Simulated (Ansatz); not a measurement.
# ScPt (Pm-3m): from the cell to its phonons

Wanted: vibrations and spectra of ScPt (Pm-3m); the cell is already relaxed. After the zone centre comes a 4×4×4 q mesh on a 16×16×16 k mesh.

Program: Ansatz 0.2.0. Level of theory: DFT PBEsol, scalar-relativistic, plane waves, PAW; PAW set soft_1. Results are calculated unless marked as measured.

### 1. Starting point

Symmetry: Pm-3m, No. 221, cubic system. Conventional cell: a = 3.259 Å, b = 3.259 Å, c = 3.259 Å, α = 90.00°, β = 90.00°, γ = 90.00°. Nearest to Sc lie 8 Pt at 2.82 Å. Nearest to Pt lie 8 Sc at 2.82 Å. Farther neighbours are not listed.

As a file:

```cif
data_structure
_symmetry_space_group_name_H-M 'Pm-3m'
_symmetry_Int_Tables_number 221
_cell_length_a 3.2589
_cell_length_b 3.2589
_cell_length_c 3.2589
_cell_angle_alpha 90.000
_cell_angle_beta 90.000
_cell_angle_gamma 90.000
_cell_volume 34.61
loop_
_atom_site_label
_atom_site_type_symbol
_atom_site_symmetry_multiplicity
_atom_site_Wyckoff_symbol
_atom_site_fract_x
_atom_site_fract_y
_atom_site_fract_z
_atom_site_occupancy
Sc1 Sc 1 b 0.50000 0.50000 0.50000 1
Pt1 Pt 1 a 0.00000 0.00000 0.00000 1
```

### 2. Linear response at the zone centre

The cell comes from relaxations at this level that are not shown. The zone centre comes first: it holds the modes that light can see, as far as symmetry allows. No field response is asked, since the mesh shows no gap.

Contents of input.yaml:

```yaml
crystal:
  lattice:
    - [3.2589427399, 0.0, 0.0]
    - [0.0, 3.2589427399, 0.0]
    - [0.0, 0.0, 3.2589427399]
  atoms:
    - { symbol: Sc, position: [0.5, 0.5, 0.5] }
    - { symbol: Pt, position: [0.0, 0.0, 0.0] }
kpoints:
  mp_grid: { grid: [16, 16, 16] }
hamiltonian:
  xc: pbesol
  pseudopotentials: { kind: paw, azcp: { folder: soft_1 }, xc_functional: pbe }
scf:
  occupations: { method: methfessel_paxton, width: 0.2 }
output:
  eigenvalues: true
phonons:
  method: dfpt
```

The run is started by

```bash
$ ansatz run input.yaml --threads 4 --pin off --max-ram 10240MiB --backend cpu --events-out ev --progress --plain --runs-dir out
```

Numbers of over 12 decimals in the logs are rounded to 6 here.

Log:

```text
Engine: ansatz 0.2.0, aarch64-unknown-linux-gnu
Pseudopotentials: kind: paw
Pseudopotential: Sc, paw, valence charge 11, recommended cutoff 420 eV (normal), soft_1/Sc.paw.azcp
Pseudopotential: Pt, paw, valence charge 18, recommended cutoff 420 eV (normal), soft_1/Pt.paw.azcp
Functional definition: PBEsol
  exchange = pbesol_x
  correlation = pbesol_c
Crystal: 2 atoms, lattice volume = 34.612 Å³
Basis set: ecut = 420 eV, 691 PW (Γ), exchange–correlation on 48×48×48 points (8 copies of the dense FFT grid, shifted against one another)
Bands: 19, of which v1, the nominal top of the filled ones, is band 15 counted from 1 (14 counted from 0)
Symmetry: 48 space group operations
k-points: 405 of 4096 (irreducible under 8 space group operations, time reversal used)
Non-local potential: Sc, projectors of the file, l = 0: 3, l = 1: 2, l = 2: 3, l = 3: 1
Non-local potential: Pt, projectors of the file, l = 0: 3, l = 1: 2, l = 2: 2, l = 3: 1
PAW form: soft (Blöchl's): semilocal exchange-correlation on the pseudo side does not see the compensation charge
PAW frozen core: Sc, regenerated for the run's functional, and the local potential with it (the file was generated under x = pbe(κ = 0.804, μ = 0.219515), c = pbe(β = 0.066725))
PAW frozen core: Pt, regenerated for the run's functional, and the local potential with it (the file was generated under x = pbe(κ = 0.804, μ = 0.219515), c = pbe(β = 0.066725))
PAW one-centre angular grid: Sc, 590 points (default); XC on 64 Gauss nodes
PAW one-centre angular grid: Pt, 590 points (default); XC on 64 Gauss nodes
Initial density: superposition of atomic densities (chi_scale 0.1, normalization cell, long waves kept (reshape's long-wave potential 0.00 eV rms))
Initial wavefunctions: pseudopotential atomic-orbital guess
Functional: x = pbesol(κ = 0.804, μ = 0.123457), c = pbesol(β = 0.046)
SCF iter   1: F=—  HF=-14504.351202 eV  |F-HF|=—  |Δ(HF+E_count)|=         —  Δρ=2.98e-1  dr2=5.62e1  ethr=3.10e-3  ⟨swp⟩=4.7  Hψ=62071  notcnv=0
automatic band count: the SCF goes on with 23 bands, as 19 were too few: they end inside the smearing window of the response
preconditioner: auto → none  [metal: Δε(μ)=0.008 eV  Ē_g=7.730 eV  σ=0.200 eV  W_gap=0.03  n_scr=6 (ndim 8)  ℏωp=22.8 eV  f_vac=0.000  D(μ)=3.08/eV (n_scr^D=32)  sad-step TF]
SCF iter   2: F=—  HF=-14501.844846 eV  |F-HF|=—  |Δ(HF+E_count)|=    2.51e0  S|Δr|=    0.00e0  Δρ=2.11e-1  dr2=2.92e1  ethr=3.10e-3  ⟨swp⟩=2.4  Hψ=18016  notcnv=0  defer=635
SCF iter   3: F=—  HF=-14499.464254 eV  |F-HF|=—  |Δ(HF+E_count)|=    2.38e0  S|Δr|=    0.00e0  Δρ=5.38e-2  dr2=2.02e0  ethr=3.10e-3  ⟨swp⟩=2.2  Hψ=14281  notcnv=0  defer=635
SCF iter   4: F=—  HF=-14499.198464 eV  |F-HF|=—  |Δ(HF+E_count)|=   2.66e-1  S|Δr|=    0.00e0  Δρ=1.60e-2  dr2=1.39e-1  ethr=3.10e-3  ⟨swp⟩=2.0  Hψ=14846  notcnv=0  defer=813
SCF iter   5: F=—  HF=-14499.179207 eV  |F-HF|=—  |Δ(HF+E_count)|=   1.93e-2  S|Δr|=    0.00e0  Δρ=4.82e-3  dr2=1.63e-2  ethr=4.79e-4  ⟨swp⟩=1.0  Hψ=8632  notcnv=0  defer=813
SCF iter   6: F=—  HF=-14499.176385 eV  |F-HF|=—  |Δ(HF+E_count)|=   2.82e-3  S|Δr|=    0.00e0  Δρ=6.82e-4  dr2=2.19e-4  ethr=5.63e-5  ⟨swp⟩=1.3  Hψ=8697  notcnv=0  defer=813
SCF iter   7: F=—  HF=-14499.176360 eV  |F-HF|=—  |Δ(HF+E_count)|=   2.58e-5  S|Δr|=    0.00e0  Δρ=1.04e-4  dr2=6.51e-6  ethr=7.56e-7  ⟨swp⟩=2.1  Hψ=11156  notcnv=0  defer=813
SCF iter   8: F=—  HF=-14499.176352 eV  |F-HF|=—  |Δ(HF+E_count)|=   7.89e-6  S|Δr|=    0.00e0  Δρ=4.13e-5  dr2=9.77e-7  ethr=2.24e-8  ⟨swp⟩=2.2  Hψ=12507  notcnv=0  defer=813
SCF iter   9: F=—  HF=-14499.176354 eV  |F-HF|=—  |Δ(HF+E_count)|=   1.89e-6  S|Δr|=    0.00e0  Δρ=1.10e-5  dr2=7.42e-8  ethr=3.37e-9  ⟨swp⟩=1.3  Hψ=9013  notcnv=0  defer=813
SCF iter  10: F=—  HF=-14499.176354 eV  |F-HF|=—  |Δ(HF+E_count)|=   1.84e-8  S|Δr|=    0.00e0  Δρ=1.24e-6  dr2=8.76e-10  ethr=2.56e-10  ⟨swp⟩=1.6  Hψ=9547  notcnv=0  defer=813
SCF iter  11: F=-14499.176354 eV  HF=-14499.176354 eV  |F-HF|=3.64e-12  |Δ(HF+E_count)|=  2.07e-10  S|Δr|=    0.00e0  Δρ=1.09e-7  dr2=4.67e-12  ethr=1.00e-12  ⟨swp⟩=8.6  Hψ=46756  notcnv=0
SCF 1 converged in 11 iterations: F = -14499.176354 eV  dr2 = 4.67e-12
  greatest PAW one-centre occupation: 1.000 electrons in one spin orbital (limit 2), on the Pt atom at site 1 (counted from 0), in its partial waves of l = 0
DFPT response loops at Γ: preconditioner auto → Kerker (q_TF=auto, 2.649 Å⁻¹) (partly filled bands, converged f_vac=0.000); β = 1.00, the filter's whole step (`scf.mixing.beta` (0.50) is not read by the response loops under this deck's `scf.mixing.preconditioner`; to damp them name `kerker` or `kerker_dos`, under which they read `scf.mixing.beta`, and type it under 1.00, their step now; both keys bind the ground state too); Broyden in place of MSR1
SCF converged after 11 iterations
Stability not checked: this state was not tested for a lower state beside it, because cold or Methfessel-Paxton smearing, or corrected tetrahedra, fill the levels in a way that the test cannot read (fill_not_monotonic; see scf.lower_state_search)
Free energy (F): -14499.176354 eV
Harris-Foulkes:  -14499.176354 eV  (|F-HF|=3.64e-12)
Internal energy: -14499.177540 eV  (E = F + TS)
E sigma→0 (E₀):  -14499.176650 eV
Entropy (-TS):   0.001187 eV (0.593 meV/atom)
Fermi energy:    17.178444 eV
--- Per-component energies (eV) ---
  E_band       = -332.824274
  E_kinetic    = 806.141507
  E_local      = -2450.262762  (includes V_loc(G=0)·N_el)
  E_nonlocal   = 349.494734
  E_hartree    = 916.787154
  E_xc         = -317.701505
  E_vxc        = -378.081187  (∫ρ·V_xc dr)
  E_paw        = -10313.074791  (= ΣΔE_a)
  E_vpaw       = -493.691988  (= ΣTr[D̂ρ^β])
  E_aug_tail   = 0.001125  (compensation charges beyond the density's cutoff)
  E_ewald      = -3490.979059
  E_core_change = 0.416056  (= ΣΔE_core)
  E_smearing   = 0.001187  (= −TS)
  E_closure    = 0.000000  (closes the sum)
  Σ components = -14499.176354   (vs F -14499.176354, Δ=0.00e0)
--- Band table (eV; the first three rows and the last of 405) ---
  k-point 0: bands = [... 11 lower, 14.3006, 14.3006, 14.3006, 18.6541, 18.6541, 20.7065, 20.7065, 20.7065, ... 4 higher]
  k-point 1: bands = [... 11 lower, 14.2841, 14.2841, 14.3145, 18.5976, 18.6686, 20.5419, 20.5419, 20.6781, ... 4 higher]
  k-point 2: bands = [... 11 lower, 14.2377, 14.2377, 14.3549, 18.4354, 18.6958, 20.1507, 20.1507, 20.5970, ... 4 higher]
  k-point 404: bands = [... 11 lower, 15.6231, 15.6231, 15.7338, 15.7338, 15.7338, 20.2526, 20.9394, 20.9394, ... 4 higher]
--- Phonons (Γ-DFPT): 2 representative perturbations + reference, on 405 of 4096 k-points (Σ response iterations 6) ---
  k mesh reduced under 8 symmetry operations, with k and −k counted as one. Each operation leaves every solved perturbation unchanged. A smaller set is not used because it would not reduce the number of displacements times k-points to solve
  ASR residual: 5.979e-5 → 0.000e0 eV/Å²; symmetrization residual: 2.538e-6 eV/Å²
  ASR residual per site (eV/Å²): 5.98e-5 4.45e-6
  Γ frequencies (cm⁻¹): 0.00 0.00 0.00 168.48 168.48 168.48
  non-analytic LO–TO correction: not included (Born effective charges unavailable; polar crystals: no LO–TO splitting at Γ)
```

Elapsed: 21 s, on 4 threads of Arm Neoverse V1, shared host; peak memory 1.1 GiB; 79 s of CPU time.

In the SCF lines HF is the Harris–Foulkes energy and dr2 the Hartree energy of the density residual, in eV; the loop may stop once dr2 is under the threshold and the program's other checks hold. Hψ counts applications of the Hamiltonian.

Numbers from this step:

```
volume per atom                                         : 17.31 Å³
gap on the k-mesh                                       : 0 eV
sum-rule residual before enforcement                    : 5.98e-5 eV/Å²
point group                                             : m-3m
highest optical mode at the zone centre (no LO-TO term) : 168.5 cm⁻¹
lowest optical zone-centre mode                         : 168.5 cm⁻¹
```

Patterns of degenerate modes are one choice out of their space. Modes at Γ, with each element's share of the kinetic energy:

| mode | frequency (cm⁻¹) | symmetry | Sc % | Pt % |
| --- | --- | --- | --- | --- |
| 1 | 0.0 | acoustic | 19 | 81 |
| 2 | 0.0 | acoustic | 19 | 81 |
| 3 | 0.0 | acoustic | 19 | 81 |
| 4 | 168.5 | T1u | 81 | 19 |
| 5 | 168.5 | T1u | 81 | 19 |
| 6 | 168.5 | T1u | 81 | 19 |

Displacements in mode 4 (168.5 cm⁻¹), the largest set to 1:
```
Sc1  0.00 -0.04  1.00
Pt2  0.00  0.01 -0.23
```

Before it was imposed, the acoustic sum rule was missed by 6.0e-5 eV/Å². Small misses are needed for a sound result but don't prove that mesh and cutoff are converged. The lowest optical mode is real, 168 cm⁻¹.

(Continued in part 2 of 2.)

[Logs are printed without paths, hosts, clocks, repeated set-up lines and the standing remarks that a program may print on its own settings, such as how far it seeks lower states.]

[Hosts, paths, dates, database ids (printed as entryN), source tags and the programs' standing remarks are cut or masked in the printed files.]
